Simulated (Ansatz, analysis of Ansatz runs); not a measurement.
# Y2S2O (P2_1/c), nudged elastic band: V_S hop (3.4 Å) (q = +1), part 3 of 5

How high is the barrier when S changes place in Y2S2O (P2_1/c)? The case: V_S hop (3.4 Å), charge +1, in a cell of 40 host atoms with 1 S taken out.

Ansatz 0.2.0; plane-wave PAW DFT, LDA; nudged elastic band between two relaxed defect structures at fixed charge in a uniform background.

So far: The starting structure; Relaxation of the start point, charge +1; Relaxation of the end point, charge +1.

## Step 4: Nudged elastic band, charge +1

5 movable images are laid between the ends on a pair-potential path, which keeps atoms from colliding in the first guess. Each image feels the true force across the path and a spring force along it. The highest image is set to climb to the top of the path.

This step: plane-wave PAW DFT, LDA; nudged elastic band between two relaxed defect structures at fixed charge in a uniform background.

Input file qp1_M1.neb/input.yaml:

```yaml
crystal:
  lattice:
    - [-1.13015356, 6.77967323, 6.6421666]
    - [6.96905613, 0.0, 6.61852732]
    - [8.0992097, 6.77967323, -0.02363928]
  atoms:
    - { symbol: "Y", position: [0.4073975, 0.32861975, 0.5420903] }
    - { symbol: "Y", position: [0.91523414, 0.83184162, 0.03107617] }
    - { symbol: "Y", position: [0.02938051, 0.72038203, 0.4153609] }
    - { symbol: "Y", position: [0.53413337, 0.22253807, 0.91402339] }
    - { symbol: "Y", position: [0.08010484, 0.16725045, 0.97192849] }
    - { symbol: "Y", position: [0.58342789, 0.66496181, 0.46782064] }
    - { symbol: "Y", position: [0.46496139, 0.79277691, 0.07777118] }
    - { symbol: "Y", position: [0.96801872, 0.27985423, 0.58504241] }
    - { symbol: "Y", position: [0.0570245, 0.62289683, 0.80259394] }
    - { symbol: "Y", position: [0.55288335, 0.11832933, 0.30286763] }
    - { symbol: "Y", position: [0.30407154, 0.51968357, 0.05633531] }
    - { symbol: "Y", position: [0.80120868, 0.0191725, 0.55648778] }
    - { symbol: "Y", position: [0.44425973, 0.87686437, 0.69805682] }
    - { symbol: "Y", position: [0.95394258, 0.37325068, 0.19884697] }
    - { symbol: "Y", position: [0.19731061, 0.97818201, 0.44595226] }
    - { symbol: "Y", position: [0.70191899, 0.4859353, 0.93367286] }
    - { symbol: S, position: [0.15990696, 0.81144729, 0.11407003] }
    - { symbol: S, position: [0.66249202, 0.3073975, 0.60843619] }
    - { symbol: S, position: [0.23807165, 0.18638351, 0.13210849] }
    - { symbol: S, position: [0.73464239, 0.68929475, 0.62681663] }
    - { symbol: S, position: [0.26741686, 0.31928524, 0.36704879] }
    - { symbol: S, position: [0.76205584, 0.80663521, 0.87212356] }
    - { symbol: S, position: [0.37195206, 0.55210262, 0.76494516] }
    - { symbol: S, position: [0.86560588, 0.06516102, 0.26325614] }
    - { symbol: S, position: [0.1079276, 0.41591434, 0.6662989] }
    - { symbol: S, position: [0.61383921, 0.91436428, 0.16267239] }
    - { symbol: S, position: [0.3443225, 0.67933237, 0.3823685] }
    - { symbol: S, position: [0.83668868, 0.19138637, 0.88509923] }
    - { symbol: S, position: [0.38186176, 0.08830245, 0.83994244] }
    - { symbol: S, position: [0.88375969, 0.58358368, 0.33632426] }
    - { symbol: S, position: [0.13122902, 0.94563692, 0.73580534] }
    - { symbol: O, position: [0.43842572, 0.90798789, 0.47496268] }
    - { symbol: O, position: [0.93546374, 0.41191558, 0.97790178] }
    - { symbol: O, position: [0.02843443, 0.82127108, 0.55942503] }
    - { symbol: O, position: [0.53165018, 0.32459886, 0.06331591] }
    - { symbol: O, position: [0.0627253, 0.58876778, 0.02681401] }
    - { symbol: O, position: [0.55797887, 0.09367751, 0.5242572] }
    - { symbol: O, position: [0.47663746, 0.6749203, 0.94469909] }
    - { symbol: O, position: [0.97495254, 0.17448395, 0.4417303] }
total_charge: 1
basis:
  ecutwfc: 420
  xc_grid: 2
hamiltonian:
  xc: lda
kpoints:
  mp_grid: { grid: [1, 1, 1] }
magnetization:
  spin_polarized: true
  initial_magnetization: 1
  spin_locking: { lock_magnetization: hard }
scf:
  occupations: { method: fixed }
  max_iter: 60
output:
  forces: true
neb:
  images: 5
  f_tol: 0.05
  climbing: true
  initial_path: idpp
  max_iterations: 45
  order_check: false
  final_atoms:
    - { symbol: "Y", position: [0.41981155, 0.32430752, 0.53395822] }
    - { symbol: "Y", position: [0.91524114, 0.83295043, 0.03225083] }
    - { symbol: "Y", position: [0.0187519, 0.72533953, 0.41728344] }
    - { symbol: "Y", position: [0.53125116, 0.21627645, 0.91850345] }
    - { symbol: "Y", position: [0.08504755, 0.16747117, 0.96901172] }
    - { symbol: "Y", position: [0.58719393, 0.65990329, 0.4731536] }
    - { symbol: "Y", position: [0.46899513, 0.77935405, 0.08078056] }
    - { symbol: "Y", position: [0.96640443, 0.28324169, 0.58691433] }
    - { symbol: "Y", position: [0.05678869, 0.62491875, 0.80059087] }
    - { symbol: "Y", position: [0.55374667, 0.11870716, 0.30340943] }
    - { symbol: "Y", position: [0.30139837, 0.51535865, 0.05821404] }
    - { symbol: "Y", position: [0.80236957, 0.01938872, 0.55617661] }
    - { symbol: "Y", position: [0.44277564, 0.87214798, 0.69948977] }
    - { symbol: "Y", position: [0.94252103, 0.37876087, 0.1978799] }
    - { symbol: "Y", position: [0.19478902, 0.99345823, 0.44505101] }
    - { symbol: "Y", position: [0.6980639, 0.47802912, 0.94784754] }
    - { symbol: S, position: [0.16638584, 0.80090112, 0.12621948] }
    - { symbol: S, position: [0.66218351, 0.30492777, 0.61799677] }
    - { symbol: S, position: [0.23453976, 0.18516343, 0.13376719] }
    - { symbol: S, position: [0.73661555, 0.68129624, 0.63214555] }
    - { symbol: S, position: [0.26431839, 0.30886722, 0.37236] }
    - { symbol: S, position: [0.7644623, 0.81300786, 0.86812157] }
    - { symbol: S, position: [0.37082333, 0.55112024, 0.75965317] }
    - { symbol: S, position: [0.8647339, 0.05954037, 0.26334684] }
    - { symbol: S, position: [0.11944505, 0.42229594, 0.65609262] }
    - { symbol: S, position: [0.60689806, 0.90724819, 0.16717546] }
    - { symbol: S, position: [0.62356406, 0.45252311, 0.24435874] }
    - { symbol: S, position: [0.8375215, 0.18896838, 0.89020969] }
    - { symbol: S, position: [0.38535458, 0.08242289, 0.83828045] }
    - { symbol: S, position: [0.88542864, 0.58466755, 0.33649332] }
    - { symbol: S, position: [0.1289991, 0.947581, 0.73988196] }
    - { symbol: O, position: [0.43793821, 0.90401175, 0.4737651] }
    - { symbol: O, position: [0.94085677, 0.41162015, 0.9724961] }
    - { symbol: O, position: [0.03520883, 0.82539725, 0.5525889] }
    - { symbol: O, position: [0.52646193, 0.32139102, 0.06222634] }
    - { symbol: O, position: [0.06064415, 0.59004357, 0.0263562] }
    - { symbol: O, position: [0.55984036, 0.08371623, 0.5293484] }
    - { symbol: O, position: [0.47312014, 0.6735805, 0.94035658] }
    - { symbol: O, position: [0.96895737, 0.1802992, 0.44229113] }
```

Launch:

```bash
> ansatz run input.yaml --threads 4 --pin off --max-ram 7536MiB --backend cpu --events-out ev --progress --plain --runs-dir out
```

Numbers of over 12 decimals in the logs are rounded to 6 here.

Log:

```text
[...]
Warning: neb: disabling space-group detection — the band's intermediate images generally break the endpoint symmetry, so no spatial operation reduces the k-mesh or symmetrises the density, except that a semilocal band can use its path's symmetry ahead of [...]
[...]
parallel-image band execution: 4 concurrent image workers
NEB image 0
Crystal: 39 atoms, lattice volume = 729.080 Å³
Basis set: ecut = 420 eV, 14223 PW (Γ), exchange–correlation on 128×144×144 points (8 copies of the dense FFT grid, shifted against one another)
Bands: 196, of which v1, the nominal top of the filled ones, is band 157 counted from 1 (156 counted from 0)
Symmetry: 1 space group operations
k-points: 1
[...]
Starting moments: Σ|m| = 1 μB on 39 of 39 sites
[...]
SCF iter   1: F=—  HF=-77517.325360 eV  |F-HF|=—  |Δ(HF+E_count)|=         —  Δρ=2.48e-2 (↑2.48e-2 ↓2.44e-2)  dr2=2.95e1  dr2_m=1.63e-2  M=1.000 μB ∫|m|=1.016 μB  β_m=0.30  ethr=3.10e-3  ⟨swp⟩=5.0  Hψ=1046  notcnv=0  defer=72
[...]
SCF iter  12: F=-77510.565952 eV  HF=-77510.565952 eV  |F-HF|=8.00e-9  |Δ(HF+E_count)|=   2.93e-8  Δρ=6.76e-7 (↑6.76e-7 ↓6.75e-7)  dr2=1.57e-8  dr2_m=2.26e-11  M=1.000 μB ∫|m|=1.043 μB  ethr=3.19e-11  ⟨swp⟩=3.0  Hψ=898  notcnv=0
SCF 1 converged in 12 iterations: F = -77510.565952 eV  dr2 = 1.57e-8
[...]
NSCF: frozen V_eff on 1 k-points
NEB image 6
[...]
SCF iter   1: F=—  HF=-77516.346127 eV  |F-HF|=—  |Δ(HF+E_count)|=         —  Δρ=2.45e-2 (↑2.45e-2 ↓2.43e-2)  dr2=2.52e1  dr2_m=2.86e-2  M=1.000 μB ∫|m|=1.018 μB  β_m=0.30  ethr=3.10e-3  ⟨swp⟩=5.0  Hψ=1050  notcnv=0  defer=72
[...]
SCF iter  11: F=-77510.358108 eV  HF=-77510.358108 eV  |F-HF|=3.73e-8  |Δ(HF+E_count)|=   1.01e-7  Δρ=1.41e-6 (↑1.38e-6 ↓1.41e-6)  dr2=5.45e-8  dr2_m=1.11e-10  M=1.000 μB ∫|m|=1.044 μB  ethr=3.19e-11  ⟨swp⟩=2.0  Hψ=1196  notcnv=0
SCF 2 converged in 11 iterations: F = -77510.358108 eV  dr2 = 5.45e-8
[...]
NEB end point (image 0): max|allowed force component| = 1.041e-2 eV/Å (the criterion of neb.relax_end_points is 1.000e-2)
NEB end point (image 6): max|allowed force component| = 3.690e-3 eV/Å (the criterion of neb.relax_end_points is 1.000e-2)
NEB image 1
SCF iter   1: F=—  HF=-77517.177565 eV  |F-HF|=—  |Δ(HF+E_count)|=         —  Δρ=2.49e-2 (↑2.49e-2 ↓2.45e-2)  dr2=3.05e1  dr2_m=2.01e-2  M=1.000 μB ∫|m|=1.016 μB  β_m=0.30  ethr=3.10e-3  ⟨swp⟩=5.0  Hψ=1066  notcnv=0  defer=72
[...]
SCF iter  12: F=-77510.034062 eV  HF=-77510.034062 eV  |F-HF|=3.58e-9  |Δ(HF+E_count)|=   5.75e-8  Δρ=5.47e-7 (↑5.47e-7 ↓5.46e-7)  dr2=1.46e-8  dr2_m=7.82e-11  M=1.000 μB ∫|m|=1.047 μB  ethr=3.19e-11  ⟨swp⟩=2.0  Hψ=1050  notcnv=0
SCF 3 converged in 12 iterations: F = -77510.034062 eV  dr2 = 1.46e-8
NEB image 2
[...]
SCF iter   1: F=—  HF=-77516.671417 eV  |F-HF|=—  |Δ(HF+E_count)|=         —  Δρ=2.52e-2 (↑2.52e-2 ↓2.47e-2)  dr2=3.15e1  dr2_m=2.32e-2  M=1.000 μB ∫|m|=1.016 μB  β_m=0.30  ethr=3.10e-3  ⟨swp⟩=5.0  Hψ=1116  notcnv=0  defer=70
[...]
SCF iter  12: F=-77509.001836 eV  HF=-77509.001836 eV  |F-HF|=4.74e-9  |Δ(HF+E_count)|=   3.23e-8  Δρ=5.68e-7 (↑5.52e-7 ↓5.68e-7)  dr2=1.12e-8  dr2_m=6.09e-11  M=1.000 μB ∫|m|=1.058 μB  ethr=3.19e-11  ⟨swp⟩=3.0  Hψ=898  notcnv=0
SCF 4 converged in 12 iterations: F = -77509.001836 eV  dr2 = 1.12e-8
NEB image 3
SCF iter   1: F=—  HF=-77516.214260 eV  |F-HF|=—  |Δ(HF+E_count)|=         —  Δρ=2.54e-2 (↑2.54e-2 ↓2.48e-2)  dr2=3.22e1  dr2_m=2.28e-2  M=1.000 μB ∫|m|=1.016 μB  β_m=0.30  ethr=3.10e-3  ⟨swp⟩=5.0  Hψ=1096  notcnv=0  defer=68
[...]
SCF iter  12: F=-77508.289479 eV  HF=-77508.289479 eV  |F-HF|=1.18e-8  |Δ(HF+E_count)|=   3.47e-8  Δρ=8.27e-7 (↑8.05e-7 ↓8.27e-7)  dr2=1.83e-8  dr2_m=4.78e-11  M=1.000 μB ∫|m|=1.071 μB  ethr=3.19e-11  ⟨swp⟩=3.5  Hψ=945  notcnv=0
SCF 5 converged in 12 iterations: F = -77508.289479 eV  dr2 = 1.83e-8
NEB image 4
SCF iter   1: F=—  HF=-77516.158612 eV  |F-HF|=—  |Δ(HF+E_count)|=         —  Δρ=2.53e-2 (↑2.53e-2 ↓2.48e-2)  dr2=3.12e1  dr2_m=2.10e-2  M=1.000 μB ∫|m|=1.015 μB  β_m=0.30  ethr=3.10e-3  ⟨swp⟩=5.0  Hψ=1052  notcnv=0  defer=68
[...]
SCF iter  13: F=-77508.667474 eV  HF=-77508.667474 eV  |F-HF|=2.58e-9  |Δ(HF+E_count)|=   1.69e-9  Δρ=3.65e-7 (↑3.54e-7 ↓3.65e-7)  dr2=3.66e-9  dr2_m=1.03e-11  M=1.000 μB ∫|m|=1.062 μB  ethr=4.28e-12  ⟨swp⟩=1.0  Hψ=913  notcnv=0
SCF 6 converged in 13 iterations: F = -77508.667474 eV  dr2 = 3.66e-9
NEB image 5
[...]
SCF iter   1: F=—  HF=-77516.369716 eV  |F-HF|=—  |Δ(HF+E_count)|=         —  Δρ=2.49e-2 (↑2.49e-2 ↓2.45e-2)  dr2=2.88e1  dr2_m=1.96e-2  M=1.000 μB ∫|m|=1.014 μB  β_m=0.30  ethr=3.10e-3  ⟨swp⟩=4.0  Hψ=1036  notcnv=0  defer=72
[...]
SCF iter  12: F=-77509.744087 eV  HF=-77509.744087 eV  |F-HF|=6.82e-9  |Δ(HF+E_count)|=   4.45e-8  Δρ=6.52e-7 (↑6.07e-7 ↓6.52e-7)  dr2=1.49e-8  dr2_m=1.45e-10  M=1.000 μB ∫|m|=1.048 μB  ethr=3.19e-11  ⟨swp⟩=3.5  Hψ=899  notcnv=0
SCF 7 converged in 12 iterations: F = -77509.744087 eV  dr2 = 1.49e-8
NEB iter   1: max|band force component| = 1.805e0 eV/Å  barrier→ = 2.2765 eV  barrier← = 2.0686 eV  Δτ_max = 0.1977 Å  (84 SCF iters)
  M     (μB):  +1.0000  +1.0000  +1.0000  +1.0000  +1.0000  +1.0000  +1.0000
  M_abs (μB):   1.0436   1.0476   1.0588   1.0722   1.0626   1.0487   1.0451
NEB image 1
[...]
Starting moments: Σ|m| = 1 μB on 39 of 39 sites; this step starts from the density that it was given
[...]
iter 1 solved again at ethr=1.87e-4 eV; its pass at ethr=3.10e-3 eV (dr2=5.85e-1 eV) is discarded
[...]
SCF iter   9: F=-77510.054702 eV  HF=-77510.054702 eV  |F-HF|=2.15e-9  |Δ(HF+E_count)|=   4.44e-8  Δρ=9.08e-7 (↑8.88e-7 ↓9.08e-7)  dr2=2.50e-8  dr2_m=1.62e-10  M=1.000 μB ∫|m|=1.045 μB  ethr=3.19e-11  ⟨swp⟩=3.5  Hψ=994  notcnv=0
SCF 8 converged in 9 iterations: F = -77510.054702 eV  dr2 = 2.50e-8
NEB image 2
[...]
SCF iter   9: F=-77509.346905 eV  HF=-77509.346905 eV  |F-HF|=4.95e-10  |Δ(HF+E_count)|=   2.53e-8  Δρ=8.96e-7 (↑8.96e-7 ↓8.96e-7)  dr2=2.98e-8  dr2_m=1.63e-10  M=1.000 μB ∫|m|=1.054 μB  ethr=3.19e-11  ⟨swp⟩=3.5  Hψ=995  notcnv=0
SCF 9 converged in 9 iterations: F = -77509.346905 eV  dr2 = 2.98e-8
NEB image 3
[...]
SCF 37 converged in 6 iterations: F = -77510.134847 eV  dr2 = 6.81e-9
NEB image 1
[...]
NEB image 2
[...]
NEB image 4
[...]
NEB image 5
[...]
NEB image 3
[...]
the band table was solved once a step of the walk had ended and its energy, with any forces and stress, was formed, with the checks that follow a solve (1797 applications of the Hamiltonian). They found nothing against the state; [...]
NEB iter   7: max|band force component| = 2.587e-2 eV/Å  barrier→ = 1.4208 eV  barrier← = 1.2130 eV  CI = image 3  Δτ_max = 0.0000 Å  (30 SCF iters)
  M     (μB):  +1.0000  +1.0000  +1.0000  +1.0000  +1.0000  +1.0000  +1.0000
  M_abs (μB):   1.0436   1.0460   1.0535   1.0675   1.0570   1.0476   1.0451
NEB image 0, for a test of the images' electronic states
iteration 12: the least curvature of the free energy that was read at this close is 0.939 (0.939 in the run's own bands): not negative
NEB image 3, for a test of the images' electronic states
[...]
NEB image 6, for a test of the images' electronic states
[...]
NEB image 0, for a test of the images' electronic states
[...]
SCF iter   9: F=-77510.565952 eV  HF=-77510.565952 eV  |F-HF|=3.33e-9  |Δ(HF+E_count)|=   7.16e-9  Δρ=9.72e-7 (↑9.67e-7 ↓9.72e-7)  dr2=2.89e-8  dr2_m=1.90e-10  M=1.000 μB ∫|m|=1.043 μB  ethr=3.19e-11  ⟨swp⟩=3.5  Hψ=994  notcnv=0
SCF 38 converged in 9 iterations: F = -77510.565952 eV  dr2 = 2.89e-8
NEB image 3, for a test of the images' electronic states
[...]
SCF iter   9: F=-77509.145108 eV  HF=-77509.145108 eV  |F-HF|=2.45e-8  |Δ(HF+E_count)|=   1.77e-7  Δρ=1.32e-6 (↑1.20e-6 ↓1.32e-6)  dr2=5.69e-8  dr2_m=2.67e-10  M=1.000 μB ∫|m|=1.067 μB  ethr=3.19e-11  ⟨swp⟩=2.0  Hψ=1227  notcnv=0
SCF 39 converged in 9 iterations: F = -77509.145108 eV  dr2 = 5.69e-8
NEB image 3, for a test of the images' electronic states
[...]
SCF iter  10: F=-77509.145108 eV  HF=-77509.145108 eV  |F-HF|=1.12e-8  |Δ(HF+E_count)|=   1.20e-8  Δρ=7.54e-7 (↑7.54e-7 ↓7.18e-7)  dr2=1.52e-8  dr2_m=1.33e-10  M=1.000 μB ∫|m|=1.067 μB  ethr=1.90e-11  ⟨swp⟩=1.0  Hψ=916  notcnv=0
SCF 40 converged in 10 iterations: F = -77509.145108 eV  dr2 = 1.52e-8
NEB image 6, for a test of the images' electronic states
[...]
SCF iter  10: F=-77510.358108 eV  HF=-77510.358108 eV  |F-HF|=1.51e-9  |Δ(HF+E_count)|=   2.05e-9  Δρ=3.23e-7 (↑2.93e-7 ↓3.23e-7)  dr2=3.10e-9  dr2_m=7.39e-12  M=1.000 μB ∫|m|=1.044 μB  ethr=1.17e-11  ⟨swp⟩=1.0  Hψ=903  notcnv=0
SCF 41 converged in 10 iterations: F = -77510.358108 eV  dr2 = 3.10e-9
SCF converged after 6 iterations
[...]
Magnetization: 1.0000 μB (157.0000 up, 156.0000 down)
Absolute magnetization: 1.0675 μB (∫|ρ↑−ρ↓|, with the PAW one-centre terms)
[...]
Per-site moments (μB) at R_I (Å): [(0.00227814, 0.897998), (0.0018484, 0.914142), (0.017428, 0.902859), [... 36 left out ...]
Free energy (F): -77509.145108 eV
[...]
Internal energy: -77509.145108 eV  (E = F + TS)
E sigma→0 (E₀):  -77509.145108 eV
Fermi energy:    10.996831 (↑ 10.996831, ↓ 8.760221) eV
[...]
--- Forces (eV/Å), atoms counted from 1 ---
  atom   1  Y     -0.01597507     0.00391025     0.02042144
  atom   2  Y      0.00686410     0.00315675    -0.00559930
  [... 3 atoms left out ...]
  atom   6  Y      0.01518702     0.00379434    -0.00101621
  atom   7  Y      0.00291120     0.00136047    -0.00859503
  [... 9 atoms left out ...]
  atom  17  S     -0.00416195    -0.00214034    -0.00275994
  atom  18  S     -0.00739817    -0.00228046    -0.00090386
  [... 2 atoms left out ...]
  atom  21  S      0.00691233     0.00851284    -0.00779607
  [... 4 atoms left out ...]
  atom  26  S      0.01056527    -0.00498438     0.00788692
  atom  27  S      0.00562270     0.01009840    -0.00187028
  [... 9 atoms left out ...]
  atom  37  O     -0.00139560     0.00365666     0.00520052
  atom  38  O      0.00281358     0.00669245    -0.00051177
  [... 1 atom left out ...]
  max |Σ_I F_I| component: 7.14e-5 eV/Å
--- Band table (eV) ---
[...]
this run last wrote the band of iteration 7 to <dir>
--- NEB band (7 images, 7 band iterations, 312 SCF iterations, 38 more in tests of the images' electronic states and relaxations of end points) ---
  forward barrier  = 1.420844 eV
  backward barrier = 1.212999 eV
  climbing image's point = of an order that was not read
  energies are F+E_penalty+E_count in eV, relative to image 0
  image     s (Å)  Δ vs image 0  max|band force component| (eV/Å)     M (μB)  M_abs (μB)
      0    0.0000      0.000000                                 —    +1.0000      1.0436
      1    0.6193      0.338098                          1.085e-2    +1.0000      1.0460
      2    1.2386      1.060110                          1.707e-2    +1.0000      1.0535
  *   3    1.8579      1.420844                          2.043e-2    +1.0000      1.0675
      4    2.4562      1.033250                          2.587e-2    +1.0000      1.0570
      5    3.0543      0.431105                          1.427e-2    +1.0000      1.0476
      6    3.6523      0.207844                                 —    +1.0000      1.0451
  climbing-image geometry (image 3):
  cell:  # Å, volume = 729.0804 Å³
    - [-1.13015356, 6.77967323, 6.6421666]
    - [6.96905613, 0.0, 6.61852732]
    - [8.0992097, 6.77967323, -0.02363928]
  atoms:
    - { symbol: Y, position: [0.404299, 0.302473, 0.554095] }
    - { symbol: Y, position: [0.918418, 0.835507, 0.029334] }
    - { symbol: Y, position: [0.016670, 0.728375, 0.415522] }
    - { symbol: Y, position: [0.533675, 0.222223, 0.920046] }
    - { symbol: Y, position: [0.081918, 0.168928, 0.975033] }
    - { symbol: Y, position: [0.582622, 0.655137, 0.467928] }
    - { symbol: Y, position: [0.478984, 0.793935, 0.057934] }
    - { symbol: Y, position: [0.961223, 0.284763, 0.585997] }
    - { symbol: Y, position: [0.061986, 0.625374, 0.798734] }
    - { symbol: Y, position: [0.553618, 0.110841, 0.303657] }
    - { symbol: Y, position: [0.302108, 0.515785, 0.063629] }
    - { symbol: Y, position: [0.800139, 0.019470, 0.558075] }
    - { symbol: Y, position: [0.441375, 0.862430, 0.694938] }
    - { symbol: Y, position: [0.944285, 0.383944, 0.195750] }
    - { symbol: Y, position: [0.190821, 0.999093, 0.439866] }
    - { symbol: Y, position: [0.704786, 0.483393, 0.933533] }
    - { symbol: S, position: [0.166287, 0.805480, 0.122607] }
    - { symbol: S, position: [0.662979, 0.287835, 0.626470] }
    - { symbol: S, position: [0.232697, 0.197704, 0.132282] }
    - { symbol: S, position: [0.736187, 0.683737, 0.624373] }
    - { symbol: S, position: [0.262847, 0.302157, 0.375706] }
    - { symbol: S, position: [0.767890, 0.802214, 0.870307] }
    - { symbol: S, position: [0.375210, 0.553642, 0.761309] }
    - { symbol: S, position: [0.862111, 0.071536, 0.262693] }
    - { symbol: S, position: [0.109203, 0.425460, 0.658605] }
    - { symbol: S, position: [0.613970, 0.917417, 0.161378] }
    - { symbol: S, position: [0.502300, 0.555585, 0.325734] }
    - { symbol: S, position: [0.839713, 0.191908, 0.889502] }
    - { symbol: S, position: [0.379876, 0.096766, 0.848926] }
    - { symbol: S, position: [0.884775, 0.585719, 0.333111] }
    - { symbol: S, position: [0.127217, 0.950321, 0.736338] }
    - { symbol: O, position: [0.433452, 0.900542, 0.469581] }
    - { symbol: O, position: [0.939792, 0.415111, 0.973328] }
    - { symbol: O, position: [0.035006, 0.825512, 0.552139] }
    - { symbol: O, position: [0.530975, 0.325643, 0.068763] }
    - { symbol: O, position: [0.064042, 0.593190, 0.023733] }
    - { symbol: O, position: [0.557135, 0.076882, 0.530731] }
    - { symbol: O, position: [0.476855, 0.673366, 0.936479] }
    - { symbol: O, position: [0.963941, 0.183898, 0.440032] }
```

Elapsed: 7 min, on 4 threads of Arm Neoverse V1, shared host; peak memory 3.5 GiB; 19 min of CPU time.

Images along the path:

```csv
image,path (Å),energy (eV),"S27: x, y, z (Å)"
0,0.000,0.0000,"7.442, 4.927, 6.774"
1,0.619,0.3381,"6.983, 5.074, 6.751"
2,1.239,1.0601,"6.464, 5.329, 6.861"
3,1.858,1.4208,"5.942, 5.614, 7.006"
4,2.456,1.0332,"5.438, 5.849, 7.149"
5,3.054,0.4311,"4.896, 5.959, 7.229"
6,3.652,0.2078,"4.428, 5.884, 7.131"
```

Numbers from this step:

| Quantity | Value |
| --- | --- |
| free energy | -77509.1451 eV |
| total moment | 1 μB |
| integral of the absolute spin density | 1.068 μB |
| spin contamination | 0.001341 |
| barrier forward | 1.421 eV |
| barrier backward | 1.213 eV |
| end less start | 0.2078 eV |
| hop length | 3.183 Å |

Track of the atom that was set to move:

```csv
image,x (Å),y (Å),z (Å),nearest neighbour,distance (Å)
0,7.442,4.927,6.774,Y,2.677
1,6.983,5.074,6.751,Y,2.581
2,6.464,5.329,6.861,Y,2.497
3,5.942,5.614,7.006,Y,2.484
4,5.438,5.849,7.149,Y,2.535
5,4.896,5.959,7.229,Y,2.617
6,4.428,5.884,7.131,Y,2.688
```

The band met its tolerance of 0.05 eV/Å after 7 iterations, with image 3 on top (the start counts as 0). S27, which moves farthest between the ends, has 5 Y at 2.68 to 2.99 Å nearest at the start and 3 Y at 2.48 to 2.60 Å at the top.

(Part 3 of 5 ends here.)

[Logs are printed without paths, hosts, clocks, repeated set-up lines and the standing remarks that a program may print on its own settings, such as how far it seeks lower states.]

[Hosts, paths, dates, database ids (printed as entryN), source tags and the programs' standing remarks are cut or masked in the printed files.]
